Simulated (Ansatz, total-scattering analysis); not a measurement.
# From input file to S(Q): aqueous CaCl2

Aim: the structure of aqueous CaCl2 at 330 K, and the X-ray and neutron patterns it would give.

Method: ab initio molecular dynamics with Ansatz (LDA, plane waves, PAW default files, Langevin thermostat, no spin, fixed volume, H with the mass of D). Composition: 30 H2O, 2 Ca2+ and 4 Cl-; O 31.2, H 62.5, Ca 2.1, Cl 4.2 atom %; 96 atoms. The average runs over 0.73 ps of 96 atoms, so shells between rare elements are rough. Mean temperature 338 K, largest m.s.d. 0.88 Å², energy drift -6 meV an atom (last third less first, no steady trend), Langevin friction 10 ps⁻¹; the first quarter of the run is discarded. Start: last frame of a classical run of this cell at the same density and temperature. So short a stretch relaxes bonds and nearest shells but still remembers its start.

## The run

The step of 1 fs has to resolve the fastest vibration, that of H (given the mass of D, which leaves classical structure unchanged and allows a longer step). The volume is fixed, since the run is too short for a cell to find its own; the mean pressure then hints how far the functional is from its own density, with errors up to a few GPa from cell size, k-points and loose SCF steps (the program warns of the last). One k-point, Γ, is the usual economy for a cell of this size. Smeared occupations keep the forces smooth should levels come near the Fermi energy. A Langevin thermostat samples the right structure once equilibrated, but its friction lowers diffusion.

Contents of input.yaml:

```yaml
crystal:
  lattice:
    - [10.0159, 0.0, 0.0]
    - [0.0, 10.0159, 0.0]
    - [0.0, 0.0, 10.0159]
  atoms:
    - { symbol: O, position: [0.8235, 0.0968, 0.5836] }
    - { symbol: H, position: [0.8615, 0.1695, 0.6405] }
    - { symbol: H, position: [0.8527, 0.0082, 0.6187] }
    - { symbol: O, position: [0.6208, 0.389, 0.9235] }
[... 90 atom lines left out ...]
    - { symbol: Cl, position: [0.4472, 0.442, 0.504] }
    - { symbol: Cl, position: [0.469, 0.8673, 0.9417] }
kpoints:
  mp_grid: { grid: [1, 1, 1] }
scf:
  occupations: { method: fermi_dirac, width: 0.0284 }
hamiltonian:
  xc: lda
  pseudopotentials: { kind: paw }
output:
  forces: true
  stress: true
md:
  timestep: 1.0
  n_steps: 967
  ensemble: nvt_langevin
  temperature: 330.0
  initial_velocities: maxwell_boltzmann
  seed: 7
  masses: [{ species: H, mass: 2.014 }]
```

```console
$ ansatz run input.yaml --threads 4 --pin off --max-ram 8192MiB --backend cpu --events-out ev --progress --plain --runs-dir out
```

```text
Warning: md: disabling space-group detection — thermal motion breaks the input geometry's symmetry, so no spatial operation reduces the k-mesh or symmetrises the density; time reversal is kept, so that k and −k are [...]
Warning: output.stress: scf.convergence.dr2_threshold = 9.6e-8 eV (the default of an md: trajectory) is looser than the 9.6e-9 eV advised for a printed stress (1e-10 eV for each atom of the cell: 96). What an SCF [...]
Warning: RAYON_NUM_THREADS=4 ignored (pool sized by the plan → 4); use --threads N
Engine: ansatz 0.2.0, aarch64-unknown-linux-gnu
Pseudopotential: O, paw, valence charge 6, recommended cutoff 420 eV (normal), O.paw.azcp
Pseudopotential: H, paw, valence charge 1, recommended cutoff 420 eV (normal), H.paw.azcp
Pseudopotential: Ca, paw, valence charge 10, recommended cutoff 420 eV (normal), Ca.paw.azcp
Pseudopotential: Cl, paw, valence charge 7, recommended cutoff 420 eV (normal), Cl.paw.azcp
Functional definition: SPW92
Crystal: 96 atoms, lattice volume = 1004.778 Å³
Basis set: ecut = 420 eV, 19597 PW (Γ)
Bands: 240, of which v1, the nominal top of the filled ones, is band 144 counted from 1 (143 counted from 0)
k-points: 1
[... other set-up lines, SCF lines and steps between those shown are left out ...]
md step     0: t =     0.00 fs  T =   326.6 K  F+E_penalty+E_count = -25342.05912528 eV  E_kin = 4.052301 eV  P_inst = -3.3990 GPa  (9 SCF iters)
md step     1: t =     1.00 fs  T =   319.5 K  F+E_penalty+E_count = -25341.93074909 eV  E_kin = 3.964988 eV  P_inst = -3.2316 GPa  (8 SCF iters)
md step    38: t =    38.00 fs  T =   345.6 K  F+E_penalty+E_count = -25342.31514243 eV  E_kin = 4.288256 eV  P_inst = -1.8139 GPa  (7 SCF iters)
md step    76: t =    76.00 fs  T =   338.2 K  F+E_penalty+E_count = -25342.45735508 eV  E_kin = 4.197119 eV  P_inst = -0.6318 GPa  (6 SCF iters)
md step   114: t =   114.00 fs  T =   377.4 K  F+E_penalty+E_count = -25342.99124487 eV  E_kin = 4.683435 eV  P_inst = -1.3678 GPa  (7 SCF iters)
md step   152: t =   152.00 fs  T =   370.5 K  F+E_penalty+E_count = -25342.79841239 eV  E_kin = 4.597739 eV  P_inst = -0.9561 GPa  (7 SCF iters)
[... the rest of the log is left out; where it ends short of n_steps, the time limit stopped the run ...]
```

Run time: 46 min on 4 threads of Arm Neoverse V2 (shared host), peak memory 1.1 GiB.

## Analysis

The totals are in Faber–Ziman form. Below 4 Å⁻¹ the partials are summed on the cell's own reciprocal vectors (from 0.63 Å⁻¹) and folded with a Gaussian of σ = 0.14 Å⁻¹; above it they are transforms of g(r) out to 6.8 Å, tapered over the last 40 %. The fold lowers sharp peaks, and with so few vectors their positions are good to about 0.1 Å⁻¹. X-rays take neutral-atom form factors, neutrons coherent lengths (O 5.8037, H 6.6681, Ca 4.7, Cl 9.5792 fm). Hydrogen is taken as deuterium. G(r) = 4πrρ₀[g(r) − 1] carries the resolution of a Lorch-windowed transform up to 20 Å⁻¹. The patterns are simulated, not measured. LDA overbinds hydrogen bonds, so O–O contacts come out short and the liquid too structured. The cell is small: beyond half the box only the part of each shell inside it is counted, and low-Q values rest on few vectors. It is averaged over 121 frames.

```
T (K)   state  density (g/cm³)  first clear X-ray maximum (Å⁻¹)  its height (X-ray)  first clear neutron maximum (Å⁻¹)  its height (neutron)  Ca–O (Å)  O around Ca  O–O (Å)                   held  D over the elements, rough (10⁻⁹ m²/s)
  330  liquid            1.260                             2.94                1.67                               1.98                  1.64      2.32         6.42     2.62  volume, -0.9 GPa mean                                       -
```

neutron S(Q):

```tsv
Q (Å⁻¹)	330 K
0.8	0.41
1.1	0.52
1.4	0.74
1.7	1.35
2.0	1.64
2.3	1.33
2.6	1.04
2.9	0.91
3.2	0.77
3.5	0.80
3.8	0.92
4.1	0.95
4.4	0.88
4.7	0.83
5.0	0.83
5.3	0.84
5.6	0.85
5.9	0.90
6.2	0.97
6.5	1.04
6.8	1.07
7.1	1.08
7.4	1.08
7.7	1.09
8.0	1.12
8.3	1.14
8.6	1.14
8.9	1.12
```

At 330 K the maxima of S(Q), Q in Å⁻¹ (height), are X-ray: 2.94 (1.67), 6.43 (1.08), 8.51 (1.11), 10.85 (1.06); neutron: 1.98 (1.64), 3.99 (0.97), 8.44 (1.15), 13.40 (1.07). Its shells:

| pair | first peak (Å) | g there | first minimum (Å) | g there | neighbours | kind | X-ray weight (f = Z) | neutron weight |
| --- | --- | --- | --- | --- | --- | --- | --- | --- |
| O–H | 1.00 | 26.9 | 1.26 | 0.07 | 2.0 H per O, 1.0 O per H | within molecules | 0.17 | 0.36 |
| H–H | 1.60 | 2.9 | 1.84 | 0.45 | 1.0 | within molecules | 0.02 | 0.41 |
| H–Cl | 2.05 | 3.2 | 2.90 | 0.39 | 0.3 Cl per H, 4.9 H per Cl | between molecules | 0.05 | 0.08 |
| O–Ca | 2.32 | 10.1 | 3.02 | 0.12 | 0.4 Ca per O, 6.4 O per Ca | between molecules | 0.12 | 0.01 |
| O–O | 2.62 | 3.0 | 3.60 | 0.82 | 5.2 | between molecules | 0.35 | 0.08 |
| O–Cl | 3.02 | 3.4 | 3.64 | 0.87 | 0.8 Cl per O, 5.7 O per Cl | between molecules | 0.20 | 0.03 |
| Ca–Cl | 4.71 | 3.6 | 5.42 | 0.11 | 3.0 Cl per Ca, 1.5 Ca per Cl | between molecules | 0.03 | 0.00 |

The tapered transform alone would put 1.58 at the neutron maximum of 1.98 Å⁻¹, where the reciprocal vectors give 1.64; the two routes agree.

**Reading.** Distances within molecules give the sharpest pair functions, and with hydrogen they rule the neutron S(Q) at high Q: O–H 1.00 Å and H–H 1.60 Å (first peaks only). Between molecules or ions, shells with a clear end include O–Ca at 2.32 Å (0.4 Ca per O, 6.4 O per Ca). On the last frame 98 % of the H on O, N or F point at an acceptor of another molecule or at an anion within hydrogen-bond range (2.35 Å to O, N, F; 2.85 Å to Cl, Br, I).

[Logs are printed without paths, hosts, clocks, repeated set-up lines and the standing remarks that a program may print on its own settings, such as how far it seeks lower states.]
